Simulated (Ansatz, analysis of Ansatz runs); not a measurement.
# Local vibrational mode of the Ga-H pair in Si (r2SCAN), part 2 of 2

Aim: the local vibrational mode of the Ga-H pair in Si, to be set beside the measurement. Set-up: r2SCAN, 128-site cell, r2SCAN lattice, 500 eV, k: the single point 1/4 1/4 1/4. The model is a cell of 128 host atoms with Ga put on another atom's site and H put in between. The frequencies come from force constants among the defect atom and its neighbours, with the masses of the isotopes named. A meta-GGA costs about twice a GGA and mends lattice constants and part of the gap.

Ansatz 0.2.0; r2SCAN, 128-site cell, r2SCAN lattice, 500 eV, k: the single point 1/4 1/4 1/4.

So far: Starting point; Relaxation, charge 0.

## (2) Relaxation, charge 0 (continued)

Level of this step: plane-wave PAW DFT, r2SCAN; relaxation of all atoms of a defect supercell (Ansatz).

Step by step:

```csv
step,energy less that of the first step (eV),largest force component (eV/Å)
1,0.0000,1.4768
2,-0.7504,0.4330
3,-0.8143,0.1824
4,-0.8200,0.0434
5,-0.8207,0.0082
6,-0.8207,0.0082
7,-0.8207,0.0036
8,-0.8207,0.0037
9,-0.8208,0.0045
10,-0.8208,0.0450
11,-0.8214,0.0301
12,-0.8225,0.0444
13,-0.8219,0.1624
14,-0.8210,0.1169
15,-0.8238,0.0101
16,-0.8243,0.0128
17,-0.8245,0.0107
18,-0.8249,0.0081
```

Relaxation steps 13, 14 were tried and not accepted.

The atoms that moved most (Å, from the sites as typed, ahead of the random displacement, the mean shift of all atoms taken out):

```csv
atom,dx,dy,dz,length
H129,-0.330,0.143,0.004,0.360
Si75,-0.022,0.073,0.077,0.109
Si51,0.060,-0.069,0.056,0.108
Si45,0.068,0.060,-0.053,0.105
Si36,-0.071,-0.002,-0.074,0.103
Si42,-0.054,-0.055,0.012,0.078
Si43,-0.058,-0.032,-0.040,0.078
Si35,-0.045,-0.015,-0.045,0.066
```

Neighbours of the ideal centre at the end:

```csv
atom,distance (Å)
H129,0.745
Ga44,1.010
Si43,2.133
Si45,2.696
Si51,2.697
Si75,2.700
Si12,3.446
Si42,3.494
Si36,3.518
```

Neighbours of the added atoms: H129: Si43 1.51, Ga44 1.71, Si75 2.86 Å.

Numbers from this step:

```
free energy : -84961.1986 eV
```

The relaxation ends 6.4 meV an atom lower than the displaced start, with a largest force component of 0.0081 eV/Å.

## (3) Local vibrational modes

A local mode lives on the defect and the atoms next to it, so only the sites listed in the input are displaced, which costs far fewer SCF runs than the whole cell would.

This step: plane-wave PAW DFT, r2SCAN; finite-displacement force constants among the atoms nearest to a defect, the others at rest.

File modes/input.yaml:

```yaml
crystal:
  lattice:
    - [0.0, 10.88847935, 10.88847935]
    - [10.88847935, 0.0, 10.88847935]
    - [10.88847935, 10.88847935, 0.0]
  atoms:
    - { symbol: Si, position: [0.124471577, 0.125163572, 0.124826332] }
    - { symbol: Si, position: [0.187245197, 0.187554549, 0.187343715] }
[... 9 atom lines left out ...]
    - { symbol: Si, position: [0.184142994, 0.438934734, 0.438994007] }
[... 23 atom lines left out ...]
    - { symbol: Si, position: [0.437309997, 0.180861568, 0.437380552] }
[... 1 atom line left out ...]
    - { symbol: Si, position: [0.437214534, 0.186931392, 0.688234427] }
[... 3 atom lines left out ...]
    - { symbol: Si, position: [0.437975108, 0.438036836, 0.181803939] }
    - { symbol: Si, position: [0.367741607, 0.365297405, 0.365877433] }
    - { symbol: Ga, position: [0.448185546, 0.4508393, 0.4499035] }
    - { symbol: Si, position: [0.372166916, 0.372885153, 0.633164563] }
[... 5 atom lines left out ...]
    - { symbol: Si, position: [0.371659513, 0.633473714, 0.371858531] }
[... 16 atom lines left out ...]
    - { symbol: Si, position: [0.687698351, 0.187919623, 0.437417327] }
[... 5 atom lines left out ...]
    - { symbol: Si, position: [0.688176804, 0.437770591, 0.18751737] }
    - { symbol: Si, position: [0.632901562, 0.374114044, 0.373678695] }
[... 53 atom lines left out ...]
    - { symbol: H, position: [0.430127918, 0.386667928, 0.399253839] }
basis:
  ecutwfc: 500
  xc_grid: 2
hamiltonian:
  xc: r2scan
kpoints:
  mp_grid: { grid: [1, 1, 1], shift: [0.25, 0.25, 0.25] }
scf:
  occupations: { method: fermi_dirac, width: 0.01 }
  max_iter: 120
output: {}
checkpoint:
  read: "../relax.run"
phonons:
  supercell: [1, 1, 1]
  displaced_sites: [35, 42, 43, 74, 128]
```

Started as:

```bash
ansatz run input.yaml --threads 4 --pin off --max-ram 14131MiB --backend cpu --events-out ev --progress --plain --runs-dir out
```

Numbers of over 12 decimals in the logs are rounded to 6 here.

Output:

```text
[...]
Warning: basis.xc_grid 2: finite-displacement phonons take 5 at the least, and a number is run as typed, so the frequencies can be off [figures from the program's tests cut]
[...]
Crystal: 129 atoms, lattice volume = 2581.854 Å³
Basis set: ecut = 500 eV, 65547 PW (Γ), exchange–correlation on 240×240×240 points (8 copies of the dense FFT grid, shifted against one another)
Bands: 390, of which v1, the nominal top of the filled ones, is band 261 counted from 1 (260 counted from 0)
Symmetry: 1 space group operations
k-points: 1
[...]
Stability of the state it starts from, as read at its close in the unpolarized treatment: not read negative (Ritz values of 1 − χ₀K, real part plus size of imaginary part, from 1.0 to 1.1, by its mixing steps under no symmetry)
[...]
symmetry images taken by strict's conditions (phonons.symmetry_images: auto; settled by no image being taken that strict refuses)
  force constants formed among 5 of 129 sites (Si 35, Si 42, Ga 43, Si 74, H 128); the other 124 at rest. The modes move the named sites alone.
  the frequencies, the zero-point energy and the sums are of the block with the acoustic sum rule laid on its rows. Row sums over every site: 1.3e-2 eV/Å² at the most
  transpose residual: 9.9e-5 eV/Å²
  largest component of a force at the reference: 7.9e-3 eV/Å on a named site, 8.1e-3 eV/Å on a site at rest
  frequencies among the named sites at Γ of the cell (cm⁻¹): 113.07 172.99 211.00 226.42 254.81 277.75 353.90 359.58 373.14 378.99 400.34 408.23 478.67 598.00 2233.03
  unstable modes among the named sites: 0
  frequencies as built, with no sum rule (cm⁻¹): 113.07 173.02 211.04 226.41 254.84 277.77 353.80 359.66 373.23 378.96 400.30 408.28 478.73 597.99 2233.00
  zero-point energy: 0.424021 eV/cell   skipped modes (ω ≤ 0): 0
  not written: the harmonic force-constant file, the file of eigenvectors (these modes' are written with the force constants), the density of states and the dispersion, which are of every site
[key lines of the parts left out:]
SCF converged after 2 iterations
Free energy (F): -84961.198555 eV
Fermi energy:    6.528505 eV
```

Run time: 37 min. Hardware: 4 threads of Arm Neoverse V2, shared host; peak memory 7.4 GiB; 2.4 h of CPU time.

Reading the cycles: dr2 is the Hartree energy of the density residual (eV), the measure of convergence; HF is the Harris–Foulkes estimate of the energy, which meets the free energy F at convergence.

This step gave:

```yaml
free_energy: -84961.1986 eV
```

The modes with the largest weight on the probed atoms (the light atom of a pair), for the masses of each isotope. Modes of the displaced atoms (local only where they lie over the host's phonons):

```csv
isotopes,mode (cm⁻¹),share of the defect atoms
H,2233,0.983
H,598,0.785
H,277.8,0.587
D,1594,0.965
D,469.1,0.425
D,183.3,0.457
```

## (4) Results

| Property | Result |
| --- | --- |
| distance from the defect atom to its nearest neighbour | 1.508 Å |
| Si-H stretch, 1H | 2233 cm⁻¹ |
| time of the whole chain | 56 min on 4 threads |

In words: Si-H stretch, 1H: computed 2233 cm⁻¹, measured 2171 cm⁻¹; 62 cm⁻¹ (3 %) above the measurement. The computed value is harmonic, while the measured line is the anharmonic fundamental, which for X–H stretches usually lies a few per cent lower. Only the named neighbours move, so modes near the host's band are approximate.

[Logs are printed without paths, hosts, clocks, repeated set-up lines and the standing remarks that a program may print on its own settings, such as how far it seeks lower states.]

[Hosts, paths, dates, database ids (printed as entryN), source tags and the programs' standing remarks are cut or masked in the printed files.]

[For some hosts the program warned that the k-mesh of the response run may be too coarse for force constants and the static dielectric constant; such warnings are not shown here.]
